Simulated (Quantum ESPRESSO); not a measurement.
# Magnetic state of CoSn from several starts, part 2 of 2

Does CoSn prefer parallel or opposed moments, or none?

Quantum ESPRESSO 7.5; PBE; plane waves with GBRV 1.5 PBE potentials, no spin-orbit coupling.

So far: The starting structure; Start 1: ferro +++; Run 2, typed as antiferro q=(0,0,1/2) +−+−+−.

### Step 4. Run 3, typed as antiferro q=(0,1/2,0) +−+−+−

This order needs a doubled cell of 12 atoms.

pw.in

```
&CONTROL
  calculation = 'scf'
  prefix = 'pwscf'
  outdir = './tmp'
  pseudo_dir = './pseudo'
  disk_io = 'nowf'
/
&SYSTEM
  ibrav = 0
  celldm(1) = 8
  nat = 12
  ntyp = 3
  ecutwfc = 40
  ecutrho = 280
  nbnd = 113
  occupations = 'smearing'
  smearing = 'fd'
  degauss = 0.00367493
  nspin = 2
  starting_magnetization(1) = 0.1176
  starting_magnetization(2) = -0.1176
  starting_magnetization(3) = 0
/
&ELECTRONS
  conv_thr = 2.4d-08
  electron_maxstep = 150
  mixing_beta = 0.3
/
ATOMIC_SPECIES
Co1    58.9332 co_pbe_v1.2.uspp.F.UPF
Co2    58.9332 co_pbe_v1.2.uspp.F.UPF
Sn    118.7100 sn_pbe_v1.4.uspp.F.UPF
CELL_PARAMETERS alat
   1.2391973377520    0.0000000000000    0.0000000000000
  -1.2391973377520    2.1463527496051    0.0000000000000
   0.0000000000000    0.0000000000000    0.9891748486424
ATOMIC_POSITIONS crystal
Co1     0.0000000000    0.2500000000    0.0000000000
Co2     0.0000000000    0.7500000000    0.0000000000
Co1     0.5000000000    0.2500000000    0.0000000000
Co2     0.5000000000    0.7500000000    0.0000000000
Co1     0.5000000000    0.0000000000    0.0000000000
Co2     0.5000000000    0.5000000000    0.0000000000
Sn      0.6666666700    0.1666666650    0.5000000000
Sn      0.6666666700    0.6666666650    0.5000000000
Sn      0.3333333300    0.3333333350    0.5000000000
Sn      0.3333333300    0.8333333350    0.5000000000
Sn      0.0000000000    0.0000000000    0.0000000000
Sn      0.0000000000    0.5000000000    0.0000000000
K_POINTS automatic
8 4 8 0 0 0
```

On the command line:

```console
$ OMP_NUM_THREADS=1 mpirun -n 4 pw.x -nk 4 -in pw.in > pw.out
```

Log:

```text
     [... lines left out ...]
Program PWSCF v.7.5 starts
     [... lines left out ...]
     number of atoms/cell      =           12
     [... lines left out ...]
     number of electrons       =       186.00
     number of Kohn-Sham states=          113
     kinetic-energy cutoff     =      40.0000  Ry
     charge density cutoff     =     280.0000  Ry
     scf convergence threshold =      2.4E-08
     [... lines left out ...]
      4 Sym. Ops. (no inversion) found
     [... lines left out ...]
     number of k points=    65  Fermi-Dirac smearing, width (Ry)=  0.0037
     [... lines left out ...]
     iteration # 34     ecut=    40.00 Ry     beta= 0.30
     [... lines left out ...]
     Magnetic moment per site  (integrated on atomic sphere of radius R)
     atom   1 (R=0.252)  charge= 15.9199  magn= -0.0005
     atom   2 (R=0.252)  charge= 15.9199  magn=  0.0005
     atom   3 (R=0.252)  charge= 15.9199  magn= -0.0005
     atom   4 (R=0.252)  charge= 15.9199  magn=  0.0005
     atom   5 (R=0.252)  charge= 15.9199  magn= -0.0003
     atom   6 (R=0.252)  charge= 15.9199  magn=  0.0003
     atom   7 (R=0.252)  charge= 11.2385  magn=  0.0000
     atom   8 (R=0.252)  charge= 11.2385  magn= -0.0000
     atom   9 (R=0.252)  charge= 11.2385  magn=  0.0000
     atom  10 (R=0.252)  charge= 11.2385  magn= -0.0000
     atom  11 (R=0.252)  charge= 11.1755  magn=  0.0000
     atom  12 (R=0.252)  charge= 11.1755  magn= -0.0000
     [... lines left out ...]
     the Fermi energy is    15.1062 ev
!    total energy              =   -2746.41593128 Ry
     estimated scf accuracy    <       0.00000001 Ry
     smearing contrib. (-TS)   =      -0.00369087 Ry
     [... lines left out ...]
     total magnetization       =     0.00 Bohr mag/cell
     absolute magnetization    =     0.00 Bohr mag/cell
     convergence has been achieved in  34 iterations
```

It took 29 min on 4 MPI ranks of Arm Neoverse V1, shared host; peak memory 2.2 GiB.

Spin moment in the atom's sphere by atom:

| atom | spin moment in the atom's sphere (μB) |
| --- | --- |
| Co1 | -0.0005 |
| Co2 | 0.0005 |
| Co3 | -0.0005 |
| Co4 | 0.0005 |
| Co5 | -0.0003 |
| Co6 | 0.0003 |
| Sn7 | 0.0000 |
| Sn8 | 0.0000 |
| Sn9 | 0.0000 |
| Sn10 | 0.0000 |
| Sn11 | 0.0000 |
| Sn12 | 0.0000 |

Numbers from this step:

```yaml
smearing_term_ts: 0.05022 eV
magnetization: 0 μB
absolute_magnetization: 0 μB
final_state: non-magnetic
```

### Step 5. Run 4, typed as antiferro q=(0,1/2,1/2) +−+−+−

This order needs a doubled cell of 12 atoms.

pw.in, as its differences from that of step 4:

```diff
@@ -35,3 +35,3 @@
   -1.2391973377520    2.1463527496051    0.0000000000000
-   0.0000000000000    0.0000000000000    0.9891748486424
+  -0.6195986688760    1.0731763748025    0.9891748486424
 ATOMIC_POSITIONS crystal
@@ -43,6 +43,6 @@
 Co2     0.5000000000    0.5000000000    0.0000000000
-Sn      0.6666666700    0.1666666650    0.5000000000
-Sn      0.6666666700    0.6666666650    0.5000000000
-Sn      0.3333333300    0.3333333350    0.5000000000
-Sn      0.3333333300    0.8333333350    0.5000000000
+Sn      0.6666666700    0.9166666650    0.5000000000
+Sn      0.6666666700    0.4166666650    0.5000000000
+Sn      0.3333333300    0.0833333350    0.5000000000
+Sn      0.3333333300    0.5833333350    0.5000000000
 Sn      0.0000000000    0.0000000000    0.0000000000
```

Log:

```text
     [... lines left out ...]
Program PWSCF v.7.5 starts
     [... lines left out ...]
     number of atoms/cell      =           12
     [... lines left out ...]
     number of electrons       =       186.00
     number of Kohn-Sham states=          113
     kinetic-energy cutoff     =      40.0000  Ry
     charge density cutoff     =     280.0000  Ry
     scf convergence threshold =      2.4E-08
     [... lines left out ...]
      4 Sym. Ops. (no inversion) found
     [... lines left out ...]
     number of k points=    55  Fermi-Dirac smearing, width (Ry)=  0.0037
     [... lines left out ...]
     iteration # 28     ecut=    40.00 Ry     beta= 0.30
     [... lines left out ...]
     Magnetic moment per site  (integrated on atomic sphere of radius R)
     atom   1 (R=0.252)  charge= 15.9200  magn= -0.0003
     atom   2 (R=0.252)  charge= 15.9200  magn=  0.0002
     atom   3 (R=0.252)  charge= 15.9200  magn= -0.0003
     atom   4 (R=0.252)  charge= 15.9199  magn=  0.0002
     atom   5 (R=0.252)  charge= 15.9199  magn= -0.0001
     atom   6 (R=0.252)  charge= 15.9200  magn=  0.0002
     atom   7 (R=0.252)  charge= 11.2392  magn= -0.0000
     atom   8 (R=0.252)  charge= 11.2392  magn= -0.0000
     atom   9 (R=0.252)  charge= 11.2392  magn= -0.0000
     atom  10 (R=0.252)  charge= 11.2392  magn= -0.0000
     atom  11 (R=0.252)  charge= 11.1757  magn= -0.0000
     atom  12 (R=0.252)  charge= 11.1757  magn= -0.0000
     [... lines left out ...]
     the Fermi energy is    15.1063 ev
!    total energy              =   -2746.41592974 Ry
     estimated scf accuracy    <       0.00000002 Ry
     smearing contrib. (-TS)   =      -0.00369077 Ry
     [... lines left out ...]
     total magnetization       =     0.00 Bohr mag/cell
     absolute magnetization    =     0.00 Bohr mag/cell
     convergence has been achieved in  28 iterations
```

Elapsed: 29 min, on 4 MPI ranks; peak memory 2 GiB; 1.9 h of CPU time.

This step gave:

| Quantity | Value |
| --- | --- |
| smearing term TS | 0.05022 eV |
| magnetization | 0 μB |
| absolute magnetization | 0 μB |
| final state | non-magnetic |
| largest moment | 0 μB |

### Step 6. Start 5: no spin polarisation

pw.in

```
&CONTROL
  calculation = 'scf'
  prefix = 'pwscf'
  outdir = './tmp'
  pseudo_dir = './pseudo'
  disk_io = 'nowf'
/
&SYSTEM
  ibrav = 0
  celldm(1) = 8
  nat = 6
  ntyp = 2
  ecutwfc = 40
  ecutrho = 280
  nbnd = 59
  occupations = 'smearing'
  smearing = 'fd'
  degauss = 0.00367493
/
&ELECTRONS
  conv_thr = 1.2d-08
  electron_maxstep = 150
  mixing_beta = 0.3
/
ATOMIC_SPECIES
Co     58.9332 co_pbe_v1.2.uspp.F.UPF
Sn    118.7100 sn_pbe_v1.4.uspp.F.UPF
CELL_PARAMETERS alat
   1.2391973377520    0.0000000000000    0.0000000000000
  -0.6195986688760    1.0731763748025    0.0000000000000
   0.0000000000000    0.0000000000000    0.9891748486424
ATOMIC_POSITIONS crystal
Co      0.0000000000    0.5000000000    0.0000000000
Co      0.5000000000    0.5000000000    0.0000000000
Co      0.5000000000    0.0000000000    0.0000000000
Sn      0.6666666700    0.3333333300    0.5000000000
Sn      0.3333333300    0.6666666700    0.5000000000
Sn      0.0000000000    0.0000000000    0.0000000000
K_POINTS automatic
8 8 8 0 0 0
```

Log:

```text
     [... lines left out ...]
Program PWSCF v.7.5 starts
     [... lines left out ...]
     number of atoms/cell      =            6
     [... lines left out ...]
     number of electrons       =        93.00
     number of Kohn-Sham states=           59
     kinetic-energy cutoff     =      40.0000  Ry
     charge density cutoff     =     280.0000  Ry
     scf convergence threshold =      1.2E-08
     [... lines left out ...]
     24 Sym. Ops., with inversion, found
     [... lines left out ...]
     number of k points=    50  Fermi-Dirac smearing, width (Ry)=  0.0037
     [... lines left out ...]
     iteration # 16     ecut=    40.00 Ry     beta= 0.30
     [... lines left out ...]
     the Fermi energy is    15.1063 ev
!    total energy              =   -1373.20797842 Ry
     estimated scf accuracy    <          4.0E-09 Ry
     smearing contrib. (-TS)   =      -0.00184546 Ry
     [... lines left out ...]
     convergence has been achieved in  16 iterations
```

It took 75 s on 4 MPI ranks; peak memory 0.51 GiB.

This step gave:

| Quantity | Value |
| --- | --- |
| smearing term TS | 0.02511 eV |
| final state | non-magnetic (no spin polarisation) |

### Step 7. Ranking

An order is kept where moments of 0.15 μB or more survive with the typed signs; meshes match where a doubled cell samples the same k points as the first cell.

Orders:

| start | final state | typed order kept | energy over the lowest (meV a seeded atom) | largest site moment (μB) | net moment (μB a cell of the first run) | mesh matched | CPU time (s) |
| --- | --- | --- | --- | --- | --- | --- | --- |
| ferro +++ | non-magnetic | no | 0.05788 | 0 | 0 | yes | 580.6 |
| antiferro q=(0,0,1/2) +-+-+- | non-magnetic | no | 0.05791 | 0 | 0 | yes | 2131 |
| antiferro q=(0,1/2,0) +-+-+- | non-magnetic | no | 0.05795 | 0 | 0 | yes | 6871 |
| antiferro q=(0,1/2,1/2) +-+-+- | non-magnetic | no | 0.06143 | 0 | 0 | yes | 6856 |
| no spin polarisation | non-magnetic | - | 0 | 0 | 0 | yes | 300.3 |

### Step 8. Summary of results

| Quantity | Value |
| --- | --- |
| lowest state found | non-magnetic (from ferro +++, antiferro q=(0,0,1/2) +-+-+-, antiferro q=(0,1/2,0) +-+-+-, antiferro q=(0,1/2,1/2) +-+-+- and no spin polarisation) |
| largest site moment | 0 μB |

**Reading.** The lowest state carries no moment, and no start kept one. This is the lowest of 5 collinear or spinless starts, no proof of the ground state.

[Logs and program files are shortened in this print: banners, set-up blocks, solver, clock and traceback lines can be left out without a mark of their own.]

[Logs are printed without paths, hosts, clocks, repeated set-up lines and the standing remarks that a program may print on its own settings, such as how far it seeks lower states.]

[Hosts, paths, dates, database ids (printed as entryN), source tags and the programs' standing remarks are cut or masked in the printed files.]

[Where a cell is said to come from a database of computed structures, the database is the Materials Project.]
